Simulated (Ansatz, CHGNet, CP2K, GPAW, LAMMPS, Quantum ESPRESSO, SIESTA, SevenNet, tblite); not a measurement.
## Finding the fault: CP2K, amorphous polyacrylonitrile (as short chains C14N4H18) at 400 K (108 atoms)

Program: CP2K 2026.2, a calculation on a cell of 42 C, 12 N and 54 H, 10.6 Å³ an atom.

input.inp reads:

```
&GLOBAL
  PROJECT cell
  RUN_TYPE ENERGY_FORCE
  PRINT_LEVEL LOW
&END GLOBAL
&FORCE_EVAL
  METHOD QS
  STRESS_TENSOR ANALYTICAL
  &DFT
    BASIS_SET_FILE_NAME BASIS_MOLOPT
    POTENTIAL_FILE_NAME GTH_POTENTIALS
    &MGRID
      CUTOFF 600
      REL_CUTOFF 50
      NGRIDS 5
    &END MGRID
    &QS
      EPS_DEFAULT 1.0E-12
    &END QS
    &SCF
      SCF_GUESS ATOMIC
      EPS_SCF 1.0E-06
      MAX_SCF 50
      ADDED_MOS 14
      &DIAGONALIZATION
        ALGORITHM STANDARD
      &END DIAGONALIZATION
      &SMEAR ON
        METHOD FERMI_DIRAC
        ELECTRONIC_TEMPERATURE [K] 580
      &END SMEAR
      &MIXING
        METHOD DIRECT_P_MIXING
        ALPHA 1.0
      &END MIXING
      &PRINT
        &RESTART OFF
        &END RESTART
      &END PRINT
    &END SCF
    &XC
      &XC_FUNCTIONAL PBE
      &END XC_FUNCTIONAL
    &END XC
    &PRINT
      &MULLIKEN ON
      &END MULLIKEN
      &LOWDIN ON
      &END LOWDIN
      &MO ON
        EIGENVALUES T
        OCCUPATION_NUMBERS T
        MO_INDEX_RANGE 130 153
        &EACH
          QS_SCF 0
        &END EACH
        ADD_LAST NUMERIC
      &END MO
    &END PRINT
  &END DFT
  &SUBSYS
    &CELL
      A 10.45608 0.00000 0.00000
      B 0.00000 10.45608 0.00000
      C 0.00000 0.00000 10.45608
    &END CELL
    &COORD
      C 1.17369 5.39105 8.75007
      C 2.27733 5.79988 9.66612
      C 3.42928 4.81387 9.74130
      C 2.95667 3.56145 10.21590
      N 2.60335 2.55484 0.24425
      C 4.18609 4.50814 8.45667
      C 4.96800 5.64189 7.71010
      C 5.61136 6.59841 8.63766
      N 5.98600 7.37771 9.42982
      C 6.03326 5.10508 6.84622
[... 94 atom lines left out ...]
      H 0.83450 7.32532 5.18046
      H 9.71035 6.60835 2.95928
      H 8.79043 7.83903 3.53876
      H 10.29453 8.14623 2.81122
    &END COORD
    &KIND C
      BASIS_SET DZVP-MOLOPT-SR-GTH-q4
      POTENTIAL GTH-PBE-q4
    &END KIND
    &KIND N
      BASIS_SET DZVP-MOLOPT-SR-GTH-q5
      POTENTIAL GTH-PBE-q5
    &END KIND
    &KIND H
      BASIS_SET DZVP-MOLOPT-SR-GTH-q1
      POTENTIAL GTH-PBE-q1
    &END KIND
  &END SUBSYS
  &PRINT
    &FORCES ON
    &END FORCES
    &STRESS_TENSOR ON
    &END STRESS_TENSOR
  &END PRINT
&END FORCE_EVAL
```

Run with:

```sh
$ OMP_NUM_THREADS=2 cp2k.psmp -i input.inp > output.txt
```

Numbers of over 12 decimals in the logs are rounded to 6 here.

What it wrote:

```text
CP2K| version string:                                       CP2K version 2026.2
 CP2K| Input file name                                                 input.inp
 GLOBAL| Basis set file name                                        BASIS_MOLOPT
 GLOBAL| Potential file name                                      GTH_POTENTIALS
 GLOBAL| Run type                                                   ENERGY_FORCE
 GLOBAL| Total number of message passing processes                             1
 GLOBAL| Number of threads for this process                                    2
 TOTAL NUMBERS AND MAXIMUM NUMBERS
  Total number of            - Atomic kinds:                                   3
                             - Atoms:                                        108
                             - Shell sets:                                   108
                             - Shells:                                       432
                             - Primitive Cartesian functions:                540
                             - Cartesian basis functions:                   1026
                             - Spherical basis functions:                    972
  Maximum angular momentum of- Orbital basis functions:                        2
                             - Local part of the GTH pseudopotential:          2
                             - Non-local part of the GTH pseudopotential:      0
 SCF PARAMETERS         Density guess:                                    ATOMIC
                        max_scf:                                              50
                        eps_scf:                                        1.00E-06
                        added MOs                                        14    0
                        Mixing method:                           DIRECT_P_MIXING
                        Smear method:                                FERMI_DIRAC
                        Electronic temperature [K]:                        580.0
                        Electronic temperature [a.u.]:                  1.84E-03
                        Accuracy threshold:                             1.00E-10
 Extrapolation method: initial_guess
 Number of electrons:                                                        282
 Number of occupied orbitals:                                                141
 Number of molecular orbitals:                                               155
 Number of orbital functions:                                                972
 Number of independent orbital functions:                                    972
 SCF WAVEFUNCTION OPTIMIZATION
  Step     Update method      Time    Convergence         Total energy    Change
     1 P_Mix/Diag. 0.10E+01    5.3     0.95225763      -379.2772114704 -3.79E+02
     2 P_Mix/Diag. 0.10E+01    6.8     1.08301854      -387.7279303075 -8.45E+00
     3 P_Mix/Diag. 0.10E+01    6.9     2.87239688      -375.4409060252  1.23E+01
[...]
49 P_Mix/Diag. 0.10E+01    6.9    26.46878522      2119.9328889160  4.27E+02
    50 P_Mix/Diag. 0.10E+01    6.9    26.83237989      1692.3150596911 -4.28E+02
  Leaving inner SCF loop after reaching    50 steps.
  Electronic density on regular grids:       -282.0000000000        0.0000000000
  Core density on regular grids:              281.9999999998       -0.0000000002
  Total charge density on r-space grids:       -0.0000000002
  Total charge density g-space grids:          -0.0000000002
  Overlap energy of the core charge distribution:               0.000100448
  Self energy of the core charge distribution:               -934.443353
  Core Hamiltonian energy:                                    603.276622
  Hartree energy:                                            2203.989126
  Exchange-correlation energy:                               -180.507287
  Electronic entropic energy:                                  -0.00169738
  Fermi energy:                                                -5.796343
  Total energy:                                              1692.315060
  Total energy (extrapolated to T->0):                       1692.315908
 *   ___                                                                       *
 *  /   \                                                                      *
 * [ABORT]                                                                     *
 *  \___/     SCF run NOT converged. To continue the calculation regardless,   *
 *    |             please set the keyword IGNORE_CONVERGENCE_FAILURE.         *
 *  O/|                                                                        *
 * /| |                                                                        *
```

It took 5.9 min on 2 threads of Arm Neoverse V2, shared host; peak memory 1.7 GiB.

Banners, paths, timers and routine set-up lines are dropped from the logs unmarked, and long logs keep their key lines alone; longer cuts are marked.

Q: Name the fault.

Mixing far too strong: mixer DIRECT_P_MIXING and mixing weight 1.0.

The run ended unconverged.

[Also dropped from logs without a mark: logging warnings of Python, and SIESTA's first energy breakdown and zero terms.]

[Logs are printed without paths, hosts, clocks, repeated set-up lines and the standing remarks that a program may print on its own settings, such as how far it seeks lower states.]

[Hosts, paths, dates, database ids (printed as entryN), source tags and the programs' standing remarks are cut or masked in the printed files.]
